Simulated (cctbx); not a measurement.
**Ti2FePd3 with cctbx, script by script**

Library: cctbx 2025.11. The data are simulated by the first script.

## 1. Simulate the data

run.py:

```python
from cctbx import adptbx, crystal, miller, sgtbx, xray
from cctbx.array_family import flex
from iotbx.shelx import hklf
from scitbx import matrix
import scitbx.random

cs = crystal.symmetry(unit_cell=(4.972, 4.972, 8.03, 90, 90, 120), space_group_symbol='Hall: -P 6c 2c')  # P6_3/mmc
atoms = [  # label, site, U (iso, or U11 U22 U33 U12 U13 U23 in A^2), occupancy
    ("Pd1", (0.6572, 0.8286, 0.75), (0.0122, 0.0116, 0.0103, 0.0061, 0.0000, 0.0000), 1),
    ("Fe1", (0, 0, 0.5), (0.0244, 0.0244, 0.0217, 0.0122, 0.0000, 0.0000), 1),
    ("Ti1", (2/3, 1/3, 0.9377), (0.0225, 0.0225, 0.0145, 0.0113, 0.0000, -0.0000), 1),
]
xs = xray.structure(crystal_symmetry=cs)
for label, site, u, occ in atoms:
    u = adptbx.u_cif_as_u_star(cs.unit_cell(), u) if isinstance(u, tuple) else u
    xs.add_scatterer(xray.scatterer(label, site=site, u=u, occupancy=occ))
xs.set_inelastic_form_factors(0.71073, "sasaki")
xs.show_summary()
p1 = xs.expand_to_p1()
ms = miller.build_set(p1, anomalous_flag=True, d_min=0.6)
flex.set_random_seed(333291)
scitbx.random.set_random_seed(333291)
ms = ms.select(flex.random_double(ms.size()) < 0.95)
i = ms.structure_factors_from_scatterers(p1, algorithm="direct").f_calc().as_intensity_array().data()
i = i * 5000 / flex.max(i)
sig = flex.sqrt(i + flex.pow2(0.04 * i) + 15 ** 2)
noise = scitbx.random.variate(scitbx.random.normal_distribution())(i.size())
data = ms.array(data=i + sig * noise, sigmas=sig).set_observation_type_xray_intensity()
with open("data.hkl", "w") as f:
    data.export_as_shelx_hklf(f)
print("reflections written:", data.size(), " <I/sigma> = %.1f" % flex.mean(data.data() / data.sigmas()))
for h, a, b in list(data.sort("data"))[:12]:
    print("%4d%4d%4d %9.1f %7.1f" % (h + (a, b)))
```

```console
$ python run.py
```

```text
Number of scatterers: 3
At special positions: 3
Unit cell: (4.972, 4.972, 8.03, 90, 90, 120)
Space group: P 63/m m c (No. 194)
reflections written: 3154  <I/sigma> = 4.8
   0   0  -4    4736.5   212.7
   0   0   4    4660.9   212.7
   0   2  -1    3764.3   147.8
   2   2   0    3530.4   150.6
   2  -4   0    3508.0   150.6
   2  -2  -1    3473.6   147.8
  -2  -2   0    3452.1   150.6
  -2   4   0    3447.1   150.6
   0   2   1    3414.2   147.8
   2  -2   1    3405.9   147.8
   0  -2   1    3393.7   147.8
   0  -2  -1    3390.7   147.8
```

Run time: 0.35 s on 1 thread of Arm Neoverse N1, with other jobs on the host, peak memory 0.07 GiB.

## 2. Refinement (right model, isotropic)

run.py:

```python
import math
from cctbx import adptbx, crystal, maptbx, sgtbx, xray
from cctbx.array_family import flex
from cctbx.xray import observations
from iotbx.shelx import hklf
from scitbx.lstbx import normal_eqns_solving
from smtbx import absolute_structure, utils
from smtbx.refinement import constraints, least_squares

cs = crystal.symmetry(unit_cell=(4.972, 4.972, 8.03, 90, 90, 120), space_group_symbol='Hall: -P 6c 2c')  # P6_3/mmc
atoms = [  # label, site, U (iso, or U11 U22 U33 U12 U13 U23 in A^2), occupancy
    ("Pd1", (0.6558, 0.8279, 0.75), 0.0200, 1),
    ("Fe1", (0, 0, 0.5), 0.0200, 1),
    ("Ti1", (2/3, 1/3, 0.9269), 0.0200, 1),
]
xs = xray.structure(crystal_symmetry=cs)
for label, site, u, occ in atoms:
    u = adptbx.u_cif_as_u_star(cs.unit_cell(), u) if isinstance(u, tuple) else u
    xs.add_scatterer(xray.scatterer(label, site=site, u=u, occupancy=occ))
xs.set_inelastic_form_factors(0.71073, "sasaki")
raw = hklf.reader(file_name="data.hkl").as_miller_arrays(crystal_symmetry=cs, anomalous=True)[0]
merged = raw.eliminate_sys_absent().merge_equivalents()
fo2 = merged.array().set_observation_type_xray_intensity()
print("Rint %.3f, %d unique reflections to %.2f A" % (merged.r_int(), fo2.size(), fo2.d_min()))
for sc in xs.scatterers():
    sc.flags.set_grad_site(True)
    sc.flags.set_grad_u_aniso(sc.flags.use_u_aniso())
    sc.flags.set_grad_u_iso(sc.flags.use_u_iso())
obs = fo2.as_xray_observations()
extra = {}
rep = constraints.reparametrisation(xs, [], utils.connectivity_table(xs), **extra)
ls = least_squares.crystallographic_ls(obs, rep, weighting_scheme=least_squares.mainstream_shelx_weighting(a=0, b=0))
print("cycle     R1     wR2    GooF  max shift (A)")
for cycle in range(8):
    ls.build_up()
    r1, wr2, goof = ls.r1_factor(cutoff_factor=2)[0], ls.wR2(), ls.goof()
    old = xs.sites_cart()
    normal_eqns_solving.levenberg_marquardt_iterations(ls, n_max_iterations=3, tau=1e-06, step_threshold=1e-7)
    big = flex.max((xs.sites_cart() - old).norms())
    print("%4d %7.4f %7.4f %7.3f %9.5f" % (cycle + 1, r1, wr2, goof, big))
    ls.build_up(objective_only=True)
    if abs(ls.wR2() - wr2) < 5e-5 and big < 5e-4:
        break
ls.build_up()
print("final R1 %.4f wR2 %.4f GooF %.3f  parameters %d  data/parameter %.1f" % (ls.r1_factor(cutoff_factor=2)[0], ls.wR2(), ls.goof(), ls.n_parameters, fo2.size() / ls.n_parameters))
cov = ls.covariance_matrix_and_annotations()
su = dict(zip(cov.annotations, (math.sqrt(max(v, 0)) for v in cov.matrix.matrix_packed_u_diagonal())))
a2 = cs.unit_cell().reciprocal_parameters()[0] ** -2
print("atom        x        y        z      Ueq    occ   su(xyz)  su(Uiso or U11)")
for sc in xs.scatterers():
    s = max(su.get(sc.label + k, 0) for k in (".x", ".y", ".z"))
    npd = "" if sc.is_positive_definite_u(cs.unit_cell()) else "  NPD"
    print("%-5s %8.5f %8.5f %8.5f %8.4f %6.3f %8.5f %7.4f%s" % ((sc.label,) + sc.site + (sc.u_iso_or_equiv(cs.unit_cell()), sc.occupancy, s, su.get(sc.label + ".uiso", su.get(sc.label + ".u11", 0) * a2), npd)))
fo = fo2.f_sq_as_f()
fc = fo.structure_factors_from_scatterers(xs, algorithm="direct").f_calc()
diff = fo.f_obs_minus_f_calc(1 / math.sqrt(ls.scale_factor()), fc).average_bijvoet_mates()
m = diff.fft_map(symmetry_flags=maptbx.use_space_group_symmetry, resolution_factor=0.25).apply_volume_scaling()
print("difference map: max %.2f min %.2f rms %.2f" % (m.statistics().max(), m.statistics().min(), m.statistics().sigma()))
peaks = m.peak_search(parameters=maptbx.peak_search_parameters(min_distance_sym_equiv=0.6, max_clusters=6)).all()
near = xs.closest_distances(peaks.sites(), distance_cutoff=4)
sps = cs.special_position_settings(min_distance_sym_equiv=0.5)
for k, (x, h) in enumerate(zip(peaks.sites(), peaks.heights())):
    ss = sps.site_symmetry(x)
    print("Q%-3d %7.4f %7.4f %7.4f %4d %7.2f  %.2f A from %s" % ((k + 1,) + tuple(t % 1 for t in ss.exact_site()) + (ss.multiplicity(), h, near.smallest_distances[k], xs.scatterers()[near.i_seqs[k]].label)))
```

```console
$ python run.py
```

```text
Rint 0.089, 189 unique reflections to 0.60 A
cycle     R1     wR2    GooF  max shift (A)
   1  0.1465  0.2832   8.290   0.08855
   2  0.0262  0.0480   1.405   0.00006
final R1 0.0262 wR2 0.0480 GooF 1.405  parameters 5  data/parameter 37.8
atom        x        y        z      Ueq    occ   su(xyz)  su(Uiso or U11)
Pd1    0.65705  0.82853  0.75000   0.0112  1.000  0.00018  0.0001
Fe1    0.00000  0.00000  0.50000   0.0242  1.000  0.00000  0.0005
Ti1    0.66667  0.33333  0.93794   0.0198  1.000  0.00026  0.0004
difference map: max 3.37 min -3.68 rms 0.58
Q1    0.0000  0.0000  0.2500    2    3.56  1.48 A from Pd1
Q2    0.2247  0.4494  0.7500    6    3.48  0.46 A from Pd1
Q3    0.2215  0.6107  0.7500    6    3.41  1.23 A from Pd1
Q4    0.1396  0.2792  0.7500    6    2.61  0.27 A from Pd1
Q5    0.1158  0.5579  0.2500    6    2.19  1.73 A from Pd1
Q6    0.0000  0.0000  0.1521    4    2.15  1.22 A from Fe1
```

Time: 0.47 s.

## 3. Refinement (right model, anisotropic)

run.py, as its changes from the last script of this kind:

```diff
@@ -12,3 +12,3 @@
-    ("Pd1", (0.6558, 0.8279, 0.75), 0.0200, 1),
-    ("Fe1", (0, 0, 0.5), 0.0200, 1),
-    ("Ti1", (2/3, 1/3, 0.9269), 0.0200, 1),
+    ("Pd1", (0.65705, 0.82853, 0.75), 0.0112, 1),
+    ("Fe1", (0, 0, 0.5), 0.0242, 1),
+    ("Ti1", (2/3, 1/3, 0.93794), 0.0198, 1),
@@ -20,0 +21 @@
+xs.convert_to_anisotropic()
```

```console
$ python run.py
```

```text
Rint 0.089, 189 unique reflections to 0.60 A
cycle     R1     wR2    GooF  max shift (A)
   1  0.0262  0.0480   1.422   0.00089
   2  0.0199  0.0324   0.959   0.00000
final R1 0.0199 wR2 0.0324 GooF 0.959  parameters 9  data/parameter 21.0
atom        x        y        z      Ueq    occ   su(xyz)  su(Uiso or U11)
Pd1    0.65721  0.82861  0.75000   0.0113  1.000  0.00013  0.0002
Fe1    0.00000  0.00000  0.50000   0.0238  1.000  0.00000  0.0005
Ti1    0.66667  0.33333  0.93783   0.0200  1.000  0.00017  0.0004
difference map: max 2.59 min -2.64 rms 0.54
Q1    0.1249  0.5625  0.2500    6    2.97  1.76 A from Ti1
Q2    0.0000  0.0000  0.2500    2    2.38  1.48 A from Pd1
Q3    0.2234  0.6117  0.5294   12    2.03  0.87 A from Ti1
Q4    0.0921  0.1842  0.6710   12    1.69  0.93 A from Pd1
Q5    0.0000  0.0000  0.0517    4    1.68  0.41 A from Fe1
Q6    0.0000  0.1648  0.0000   12    1.68  0.82 A from Fe1
```

Time: 0.49 s.

## 4. Refinement

run.py, as its changes from the last script of this kind:

```diff
@@ -13 +12,0 @@
-    ("Fe1", (0, 0, 0.5), 0.0242, 1),
@@ -35 +34 @@
-for cycle in range(8):
+for cycle in range(12):
```

```console
$ python run.py
```

```text
Rint 0.089, 189 unique reflections to 0.60 A
cycle     R1     wR2    GooF  max shift (A)
   1  0.1938  0.3926  11.558   0.01174
   2  0.1931  0.3834  11.287   0.00000
final R1 0.1931 wR2 0.3834 GooF 11.287  parameters 7  data/parameter 27.0
atom        x        y        z      Ueq    occ   su(xyz)  su(Uiso or U11)
Pd1    0.65779  0.82890  0.75000   0.0084  1.000  0.00160  0.0023
Ti1    0.66667  0.33333  0.93940   0.0180  1.000  0.00223  0.0047
difference map: max 103.66 min -10.35 rms 3.57
Q1    0.0000  0.0000  0.0000    2  103.66  2.49 A from Pd1
Q2    0.1892  0.3784  0.7500    6   13.03  0.16 A from Pd1
Q3    0.3333  0.6667  0.0749    4    6.58  0.12 A from Ti1
Q4    0.0000  0.5000  0.0000    6    4.58  1.52 A from Ti1
Q5    0.0439  0.5219  0.1653   12    3.44  1.50 A from Ti1
Q6    0.1159  0.5579  0.2500    6    2.87  1.73 A from Pd1
```

Time: 0.5 s.

This run holds a fault made on purpose: atom left out: Fe1.

## 5. Refinement

run.py, as its changes from the last script of this kind:

```diff
@@ -12,0 +13 @@
+    ("Fe1", (0, 0, 0.5), 0.0242, 1),
@@ -13,0 +15 @@
+    ("Ti2", (0.299, 0.867, 0.397), 0.0300, 1),
@@ -20 +21,0 @@
-xs.convert_to_anisotropic()
```

```console
$ python run.py
```

```text
Rint 0.089, 189 unique reflections to 0.60 A
cycle     R1     wR2    GooF  max shift (A)
   1  0.4304  0.6978  20.654   0.23733
   2  0.0786  0.1811   5.361   0.36087
   3  0.0363  0.0735   2.174   0.00309
   4  0.0364  0.0735   2.174   0.00001
final R1 0.0364 wR2 0.0735 GooF 2.174  parameters 9  data/parameter 21.0
atom        x        y        z      Ueq    occ   su(xyz)  su(Uiso or U11)
Pd1    0.65718  0.82859  0.75000   0.0108  1.000  0.00028  0.0002
Fe1    0.00000  0.00000  0.50000   0.0238  1.000  0.00000  0.0008
Ti1    0.66667  0.33333  0.93823   0.0195  1.000  0.00042  0.0006
Ti2    0.31523  0.82345  0.36706   0.5470  1.000  0.00784  0.0229
difference map: max 3.00 min -5.84 rms 0.74
Q1    0.2207  0.4413  0.7500    6    3.28  0.42 A from Pd1
Q2    0.1234  0.5617  0.2500    6    3.17  1.08 A from Ti2
Q3    0.0000  0.0000  0.2500    2    3.06  1.48 A from Pd1
Q4    0.1391  0.2782  0.7500    6    2.58  0.28 A from Pd1
Q5    0.0000  0.5000  0.0000    6    2.24  1.40 A from Ti2
Q6    0.1578  0.3156  0.2500    6    1.88  1.26 A from Ti2
```

Time: 0.58 s.

This run holds a fault made on purpose: spurious atom: Ti2.

## 6. Refinement

run.py, as its changes from the last script of this kind:

```diff
@@ -15 +14,0 @@
-    ("Ti2", (0.299, 0.867, 0.397), 0.0300, 1),
@@ -21,0 +21 @@
+xs.convert_to_anisotropic()
@@ -23 +23 @@
-merged = raw.eliminate_sys_absent().merge_equivalents()
+merged = raw.eliminate_sys_absent().resolution_filter(d_min=1.3).merge_equivalents()
```

```console
$ python run.py
```

```text
Rint 0.042, 24 unique reflections to 1.34 A
cycle     R1     wR2    GooF  max shift (A)
   1  0.0138  0.0228   1.157   0.00455
   2  0.0094  0.0165   0.837   0.00000
final R1 0.0094 wR2 0.0165 GooF 0.837  parameters 9  data/parameter 2.7
atom        x        y        z      Ueq    occ   su(xyz)  su(Uiso or U11)
Pd1    0.65740  0.82870  0.75000   0.0140  1.000  0.00029  0.0017
Fe1    0.00000  0.00000  0.50000   0.0271  1.000  0.00000  0.0019
Ti1    0.66667  0.33333  0.93737   0.0222  1.000  0.00046  0.0018
difference map: max 0.17 min -0.27 rms 0.07
Q1    0.2110  0.4220  0.1356   12    0.18  1.21 A from Ti1
Q2    0.3333  0.6667  0.5616    4    0.12  1.00 A from Ti1
Q3    0.2172  0.4344  0.5855   12    0.10  1.38 A from Pd1
Q4    0.1333  0.2667  0.2500    6    0.07  1.34 A from Pd1
Q5    0.0816  0.5408  0.7500    6    0.06  1.27 A from Pd1
Q6    0.0000  0.1333  0.2500   12    0.03  0.96 A from Pd1
```

It took 0.44 s on 1 thread of Arm Neoverse N1, with other jobs on the host, peak memory 0.09 GiB.

This run holds a fault made on purpose: data cut at low resolution.

[Logs are printed without paths, hosts, clocks, repeated set-up lines and the standing remarks that a program may print on its own settings, such as how far it seeks lower states.]
